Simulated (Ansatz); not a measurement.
**Where V_O puts its levels in the gap of MgO (Fm-3m)**

Charge states of V_O in MgO (Fm-3m), set against the band edges. Model: a cell of 216 host atoms with 1 O taken out.

Main program and level: Ansatz 0.2.0; place-levels on PBE0 runs: charge-transition levels and formation energies with image-charge correction and potential alignment at the atomic sites.

**Measured values to reproduce.**

For MgO, rocksalt (bulk crystal), “Electronic structure of alkaline earth and post-transition metal oxides” (2009, arxiv:0908.1581) quotes earlier work: band gap (literature experimental gap) 7.83 eV [Literature value based on experiment; other listed experimental values range from 7.7 to …].

### Step 1. Set-up

The cell holds 215 atoms: 108 Mg and 107 O. Its edges and angles: a = 12.606 Å, b = 12.606 Å, c = 12.606 Å, α = 90.0°, β = 90.0°, γ = 90.0°. It derives from MgO (space group Fm-3m). Nearest the centre at fractional (0.500, 0.500, 0.500): Mg107 at 2.10 Å, Mg108 at 2.10 Å, Mg106 at 2.10 Å, Mg115 at 2.10 Å, Mg177 at 2.10 Å, Mg130 at 2.10 Å, O110 at 2.97 Å, O111 at 2.97 Å.

Known beforehand: the electronic dielectric constant, 3.23, and the static one, 10.09, computed on the host (DFPT, PBEsol).

The cell's shortest repeat is 12.6 Å.

### Step 2. Charge states

Levels follow from differences of total energies between charge states, each relaxed by itself.

Each atom starts 0.05 Å or so off its site in a random direction: a symmetric start keeps its symmetry, and would miss off-centre moves and Jahn–Teller distortions. Forces are taken at one point at (¼, ¼, ¼). The cell holds 1 electron fewer than the neutral one, with a uniform background that keeps it neutral on the whole. The electron count is odd, so at least one spin is unpaired; this run locks the moment at 1 μB.

One state's input; the others differ in charge, spin, start and seed, and in occupations where the table says so.

File qp1_M1.relax/input.yaml:

```yaml
crystal:
  lattice:
    - [4.20184348, 0.0, 0.0]
    - [0.0, 4.20184348, 0.0]
    - [0.0, 0.0, 4.20184348]
  atoms:
    - { symbol: Mg, position: [0.0, 0.0, 0.0] }
    - { symbol: Mg, position: [0.0, 0.5, 0.5] }
    - { symbol: Mg, position: [0.5, 0.0, 0.5] }
    - { symbol: Mg, position: [0.5, 0.5, 0.0] }
    - { symbol: O, position: [0.0, 0.0, 0.5] }
    - { symbol: O, position: [0.0, 0.5, 0.0] }
    - { symbol: O, position: [0.5, 0.0, 0.0] }
    - { symbol: O, position: [0.5, 0.5, 0.5] }
  supercell: [3, 3, 3]
  defects: [{ vacancy: 111 }]
total_charge: 1
basis:
  ecutwfc: 420
  xc_grid: 2
hamiltonian:
  xc: pbesol
kpoints:
  mp_grid: { grid: [1, 1, 1], shift: [0.25, 0.25, 0.25] }
magnetization:
  spin_polarized: true
  initial_magnetization: 1
  spin_locking: { lock_magnetization: hard }
scf:
  occupations: { method: fixed }
  max_iter: 100
output:
  forces: true
  charged_corrections:
    epsilon: 3.23
    static_epsilon: 10.09
    defect_position: [0.5, 0.5, 0.5]
relax:
  f_tol: 0.02
  max_steps: 60
  random_displacement: { amplitude: 0.05, seed: 12 }
checkpoint:
  write: "../qp1_M1.relax.run"
  compress: false
  write_wavefunctions: true
  write_every: 100000
```

Launch:

```bash
$ ansatz run input.yaml --threads 10 --pin off --max-ram 65945MiB --backend cuda --events-out ev --progress --plain --runs-dir out
```

Exact exchange opens the gap and lessens the self-interaction that spreads bound carriers; this run is a single point that starts from the saved hybrid relaxation.

The run of this state that the levels use, under PBE0:

File qp1_M1.hybq/input.yaml:

```yaml
crystal:
  checkpoint: "../qp1_M1.hrelax.run"
  host: checkpoint
total_charge: 1
basis:
  ecutwfc: 420
  xc_grid: 2
hamiltonian:
  xc: pbe0
kpoints:
  mp_grid: { grid: [1, 1, 1], shift: [0.25, 0.25, 0.25] }
magnetization:
  spin_polarized: true
  initial_magnetization: 1
  spin_locking: { lock_magnetization: hard }
scf:
  occupations: { method: fixed }
  max_iter: 100
output:
  forces: true
  charged_corrections:
    epsilon: 3.23
    static_epsilon: 10.09
    defect_position: [0.5, 0.5, 0.5]
  eigenvalues: true
checkpoint:
  read: "../qp1_M1.hrelax.run"
  write: "../qp1_M1.hybq.run"
  compress: false
  write_wavefunctions: false
  write_every: 100000
```

Relaxations under PBEsol at one point at (¼, ¼, ¼); times on 1 × NVIDIA H100 80GB HBM3 with 10 threads of AMD EPYC 7R13 (Zen 3), shared host:

```tsv
charge	moment (μB)	occupations	outcome	steps	largest displacement against the far atoms (Å)	time
0	0	fixed	converged	4	0.01	12 s
+1	1	fixed	converged	4	0.10	17 s
+2	0	fixed	converged	5	0.19	15 s
```

Relaxations under PBE0 at the zone centre alone; times on 1 × NVIDIA H100 80GB HBM3 with 10 threads of AMD EPYC 7R13 (Zen 3), shared host:

```tsv
charge	moment (μB)	occupations	outcome	steps	largest displacement against the far atoms (Å)	time
0	0	fixed	converged	2	0.02	27 s
+1	1	fixed	converged	3	0.11	77 s
+2	0	fixed	converged	3	0.20	36 s
```

Single points under PBE0 at one point at (¼, ¼, ¼); times on 1 × NVIDIA H100 80GB HBM3 with 10 threads of AMD EPYC 7R13 (Zen 3), shared host:

```tsv
charge	moment (μB)	occupations	outcome	time
0	0	fixed	converged	62 s
+1	1	fixed	converged	2.2 min
+2	0	fixed	converged	59 s
```

Distances (Å) from the ideal centre to the nearest atoms after relaxation with PBE0:

```tsv
charge	moment (μB)	1.	2.	3.	4.	5.	6.
0	0	Mg 2.11	Mg 2.11	Mg 2.12	Mg 2.12	Mg 2.12	Mg 2.12
+1	1	Mg 2.20	Mg 2.21	Mg 2.21	Mg 2.21	Mg 2.21	Mg 2.21
+2	0	Mg 2.30	Mg 2.30	Mg 2.30	Mg 2.30	Mg 2.30	Mg 2.30
```

### Step 3. Placing the levels, PBEsol

PBEsol is run to see how far the result rests on the functional, though not on the errors that semilocal functionals share; the sampling changes too, to a 2×2×2 shifted mesh, so differences hold both changes.

File qp1_M1.semi/input.yaml:

```yaml
crystal:
  checkpoint: "../qp1_M1.relax.run"
  host: checkpoint
total_charge: 1
basis:
  ecutwfc: 420
  xc_grid: 2
hamiltonian:
  xc: pbesol
kpoints:
  mp_grid: { grid: [2, 2, 2], shift: [0.5, 0.5, 0.5] }
magnetization:
  spin_polarized: true
  initial_magnetization: 1
  spin_locking: { lock_magnetization: hard }
scf:
  occupations: { method: fixed }
  max_iter: 100
output:
  forces: true
  charged_corrections:
    epsilon: 3.23
    static_epsilon: 10.09
    defect_position: [0.5, 0.5, 0.5]
  eigenvalues: true
  eigenstates: { localisation: true }
  populations: true
  efg: {}
  write_density: true
  write_potential: true
  volumetric_format: npy
checkpoint:
  read: "../qp1_M1.relax.run"
  write: "../qp1_M1.semi.run"
  compress: false
  write_wavefunctions: false
  write_every: 100000
```

The job ended after 14 s (1 × NVIDIA H100 80GB HBM3 with 10 threads of AMD EPYC 7R13 (Zen 3), shared host; peak memory 3.1 GiB; 92 s of CPU time).

File levels.semi.yaml:

```yaml
host:
  run: host.semi.run
states: [q0.semi.run, qp1_M1.semi.run, qp2.semi.run]
geometry_from:
  q0.semi.run: q0.relax.run
  qp1_M1.semi.run: qp1_M1.relax.run
  qp2.semi.run: qp2.relax.run
chemical_potentials:
  O:
    energy: -558.282649
    dataset: "<sha256 of the dataset>"
```

Launch:

```bash
$ ansatz place-levels levels.semi.yaml -- --threads 10 --pin off --max-ram 65945MiB
```

Numbers of over 12 decimals in the logs are rounded to 6 here.

Output:

```text
(+2/+1) 1.600 eV above the valence edge, 3.105 eV under the conduction edge
(+1/0) 2.607 eV above the valence edge, 2.098 eV under the conduction edge
formation energy of charge +2: +2.593 eV with the Fermi level at the valence edge
formation energy of charge +1: +4.193 eV with the Fermi level at the valence edge
formation energy of charge 0: +6.800 eV with the Fermi level at the valence edge
  edges by pbesol, gap 4.704 eV; the host is sampled to repeats of 35.65 Å
[... the lines on each state left out ...]
```

The job ended after 0.48 s (10 threads).

Under PBEsol the gap is 4.70 eV, (+2/+1) 1.60, (+1/0) 2.61 eV.

### Step 4. Levels against the band edges, PBE0, the zone centre alone

Exact exchange opens the gap and lessens the self-interaction that spreads bound carriers; this run is a single point that starts from the saved hybrid relaxation.

File qp1_M1.hyb/input.yaml:

```yaml
crystal:
  checkpoint: "../qp1_M1.hrelax.run"
  host: checkpoint
total_charge: 1
basis:
  ecutwfc: 420
  xc_grid: 2
hamiltonian:
  xc: pbe0
kpoints:
  mp_grid: { grid: [1, 1, 1] }
magnetization:
  spin_polarized: true
  initial_magnetization: 1
  spin_locking: { lock_magnetization: hard }
scf:
  occupations: { method: fixed }
  max_iter: 100
output:
  forces: true
  charged_corrections:
    epsilon: 3.23
    static_epsilon: 10.09
    defect_position: [0.5, 0.5, 0.5]
  eigenvalues: true
  eigenstates: { localisation: true }
  populations: true
  efg: {}
  write_density: true
  write_potential: true
  volumetric_format: npy
checkpoint:
  read: "../qp1_M1.hrelax.run"
  write: "../qp1_M1.hyb.run"
  compress: false
  write_wavefunctions: false
  write_every: 100000
```

Elapsed: 43 s, on 1 × NVIDIA H100 80GB HBM3 with 10 threads; peak memory 4.7 GiB.

File levels.hyb.yaml:

```yaml
host:
  run: host.hyb.run
states: [q0.hyb.run, qp1_M1.hyb.run, qp2.hyb.run]
geometry_from:
  q0.hyb.run: q0.hrelax.run
  qp1_M1.hyb.run: qp1_M1.hrelax.run
  qp2.hyb.run: qp2.hrelax.run
chemical_potentials:
  O:
    energy: -564.759332
    dataset: "<sha256 of the dataset>"
```

Launch:

```bash
$ ansatz place-levels levels.hyb.yaml -- --threads 10 --pin off --max-ram 65945MiB
```

Output:

```text
(+2/+1) 2.951 eV above the valence edge, 4.357 eV under the conduction edge
(+1/0) 4.149 eV above the valence edge, 3.159 eV under the conduction edge
formation energy of charge +2: -0.139 eV with the Fermi level at the valence edge
formation energy of charge +1: +2.812 eV with the Fermi level at the valence edge
formation energy of charge 0: +6.961 eV with the Fermi level at the valence edge
  edges by pbe0, gap 7.308 eV; the host is sampled to repeats of 12.61 Å
[... the lines on each state left out ...]
```

Elapsed: 0.49 s, on 10 threads.

Under PBE0 the gap is 7.31 eV, (+2/+1) 2.95, (+1/0) 4.15 eV; the stage before (PBEsol, at other k-points) gave a gap of 4.70 eV and levels within 1.54 eV of these.

### Step 5. Placing the levels, PBE0, one point at (¼, ¼, ¼)

A charged cell interacts with its images and the background, and its potential has another zero than the host's. place-levels removes the first by a point-charge model, screened by the static dielectric constant since the ions have relaxed around the charge, and the second by comparing potentials at atoms far from the defect.

The host is a run of the defect-free crystal in the same cutoffs, grids and k-points, so that basis and sampling errors cancel in part in the differences. The host is run in a cell of 8 atoms on a matching mesh. Its band edges are searched through the zone by a band path, so the gap is smaller than, or equal to, that on the mesh. Chemical potentials are energies per atom of O (O2 molecule), run with the same functional and cutoff.

File levels.hybq.yaml:

```yaml
host:
  run: host.hybq.run
states: [q0.hybq.run, qp1_M1.hybq.run, qp2.hybq.run]
geometry_from:
  q0.hybq.run: q0.hrelax.run
  qp1_M1.hybq.run: qp1_M1.hrelax.run
  qp2.hybq.run: qp2.hrelax.run
chemical_potentials:
  O:
    energy: -564.759332
    dataset: "<sha256 of the dataset>"
```

Launch:

```bash
$ ansatz place-levels levels.hybq.yaml -- --threads 10 --pin off --max-ram 65945MiB
```

Output:

```text
[... repeated set-up lines and file paths are left out, and long positions are rounded to six places ...]
(+2/+1) 2.954 eV above the valence edge, 4.324 eV under the conduction edge
(+1/0) 4.156 eV above the valence edge, 3.122 eV under the conduction edge
formation energy of charge +2: -0.125 eV with the Fermi level at the valence edge
formation energy of charge +1: +2.829 eV with the Fermi level at the valence edge
formation energy of charge 0: +6.985 eV with the Fermi level at the valence edge
  edges by pbe0, gap 7.278 eV; the host is sampled to repeats of 17.83 Å
  the defect's cells are sampled to repeats of 17.83 Å, like sampling
  charge +2: -268865.5438 eV with its correction of +0.554 eV, at epsilon 10.09, aligned at sites: -0.0444 eV, mean over 123 atomic sites at or beyond 6.30 Å from the defect at [0.5000, 0.5000, 0.5000], with +0.000000 for the charge's moments and without [...]
[...]
charge 0: +0.000 eV for its dipole among its images, +0.000 omitted
  of the host: a hybrid's levels can ripple along a path where its exchange mesh is coarse, and an extremum then takes the crest, of which none of its warnings tells: converge the edges in the exchange mesh (kpoints.mp_grid)
  of states[2] (qp2.hybq.run): how wide its charge is, is not read beside other atoms or cores, and a band state would take no correction. [...]
  of states[1] (qp1_M1.hybq.run): how wide its charge is, is not read beside other atoms or cores, and a band state would take no correction. [...]
```

The job ended after 0.4 s (10 threads).

Under PBE0 the gap is 7.28 eV, (+2/+1) 2.95, (+1/0) 4.16 eV; the stage before (PBE0, at other k-points) gave a gap of 7.31 eV and levels within 0.01 eV of these.

Levels between the charges placed, in eV above the valence top:

```tsv
	gap (eV)	(+2/+1)	(+1/0)
PBE0	7.28	2.95	4.16
```

Corrections by state:

```tsv
charge	moment (μB)	image terms and alignment (eV)	band filling (eV)	ε used	over the lowest of its charge, as the program ranks them, band filling apart (eV)
+2	0.0	0.554	-	10.09	0.000
+1	1.0	0.120	-	10.09	0.000
0	0.0	0.000	-	-	0.000
```

From the program's caveats on the states, each cut to its opening words:

- charge +2, +1 (1 μB): how wide its charge is, is not read beside other atoms or cores, and a band state would take no correction
- charge +1 (1 μB): flagged: stability check not made

The host's formation energy from the elements is -2.808 eV per atom; it sets how far the chemical potentials can move.

Limit set by the element alone; other compounds of these elements are not counted. Chemical potentials from the elements' reference states: Mg 0.00 eV, O -5.62 eV. Formation energies (Mg-rich), with the Fermi level at the valence top and at the conduction bottom (gap 7.28 eV):

```tsv
charge	at valence top (eV)	at conduction bottom (eV)	correction included (eV)
+2	-5.74	8.82	0.55
+1	-2.79	4.49	0.12
0	1.37	1.37	0.00
```

Fermi level (eV), lowest formation energy (eV) and a bar from the least value:
```
     0.00      -5.74 
     0.66      -4.42 ######
     1.32      -3.10 ###########
     1.98      -1.77 #################
     2.64      -0.45 ######################
     3.31       0.52 ##########################
     3.97       1.19 #############################
     4.63       1.37 ##############################
     5.29       1.37 ##############################
     5.96       1.37 ##############################
     6.62       1.37 ##############################
     7.28       1.37 ##############################
```

Limit set by the element alone; other compounds of these elements are not counted. Chemical potentials from the elements' reference states: O 0.00 eV, Mg -5.62 eV. Formation energies (O-rich), with the Fermi level at the valence top and at the conduction bottom (gap 7.28 eV):

```tsv
charge	at valence top (eV)	at conduction bottom (eV)	correction included (eV)
+2	-0.12	14.43	0.55
+1	2.83	10.11	0.12
0	6.99	6.99	0.00
```

```json
{"Fermi level (eV)": "0.00", "lowest formation energy (eV)": "-0.12"}
{"Fermi level (eV)": "0.66", "lowest formation energy (eV)": "1.20"}
{"Fermi level (eV)": "1.32", "lowest formation energy (eV)": "2.52"}
{"Fermi level (eV)": "1.98", "lowest formation energy (eV)": "3.84"}
{"Fermi level (eV)": "2.64", "lowest formation energy (eV)": "5.16"}
{"Fermi level (eV)": "3.31", "lowest formation energy (eV)": "6.13"}
{"Fermi level (eV)": "3.97", "lowest formation energy (eV)": "6.80"}
{"Fermi level (eV)": "4.63", "lowest formation energy (eV)": "6.99"}
{"Fermi level (eV)": "5.29", "lowest formation energy (eV)": "6.99"}
{"Fermi level (eV)": "5.96", "lowest formation energy (eV)": "6.99"}
{"Fermi level (eV)": "6.62", "lowest formation energy (eV)": "6.99"}
{"Fermi level (eV)": "7.28", "lowest formation energy (eV)": "6.99"}
```

### Step 6. The ladder

Levels between neighbouring charges, in eV above each run's own valence top:

```tsv
	gap (eV)	(+2/+1)	(+1/0)	GPU time a state at this stage (restarts are quicker than cold starts)
PBEsol, 2×2×2 shifted mesh	4.70	1.60	2.61	20 s
PBE0, zone centre alone	7.31	2.95	4.15	30 s
PBE0, (¼, ¼, ¼)	7.28	2.95	4.16	84 s
```

### Step 7. What came out

```yaml
gap_of_the_host: 7.28 eV (PBE0)
level_plus_2_plus_1: 2.95 eV above the valence top
level_plus_1_over_0: 4.16 eV above the valence top
lowest_of_the_charges_placed_just_above_the_valence_top_0p02_ev: +2
lowest_of_the_charges_placed_just_below_the_conduction_bottom_0p02_ev: 0
lowest_formation_energy_at_mid_gap_of_the_charges_run_mg_rich: 0.85 eV
lowest_formation_energy_at_mid_gap_of_the_charges_run_o_rich: 6.47 eV
```

What this shows: Of the charges placed (0, +1 and +2), the lowest changes at 2.95 eV (+2/+1) and 4.16 eV (+1/0) above the valence top, in a gap of 7.28 eV. Charges above +2 and below 0 were not placed, so these runs say nothing of levels that involve them. States placed: +2 at 0 μB; +1 at 1 μB; 0 at 0 μB. Other spin states or structures, where not listed, weren't placed. Keep in mind: one k-point off the zone centre stands for the whole zone; where a gas molecule sets a chemical potential or the host's formation energy, its binding is uncorrected.

Computed beside measured:

| quantity | measured | PBEsol | PBE0 |
| --- | --- | --- | --- |
| band gap (least gap of the host) (eV) | 7.83 | 4.70 (-3.13 eV) | 7.28 (-0.55 eV) |

Measured values from arxiv:0908.1581 (2009).

How well it matches: For the band gap, of the levels listed nearest comes PBE0 (-0.55 eV, fair agreement) and farthest PBEsol (-3.13 eV, a clear miss). Zero-point and thermal motion shift the measured gap.

[Logs are printed without paths, hosts, clocks, repeated set-up lines and the standing remarks that a program may print on its own settings, such as how far it seeks lower states.]

[Hosts, paths, dates, database ids (printed as entryN), source tags and the programs' standing remarks are cut or masked in the printed files.]

[Where a table of states has a column of steps, it counts the stored structures, which are thinned; the runs took as many ionic steps or more.]

[A defect's name tells the site on which it was built; relaxed atoms can leave that site.]

[For some hosts the program warned that the k-mesh of the response run may be too coarse for force constants and the static dielectric constant; such warnings are not shown here.]
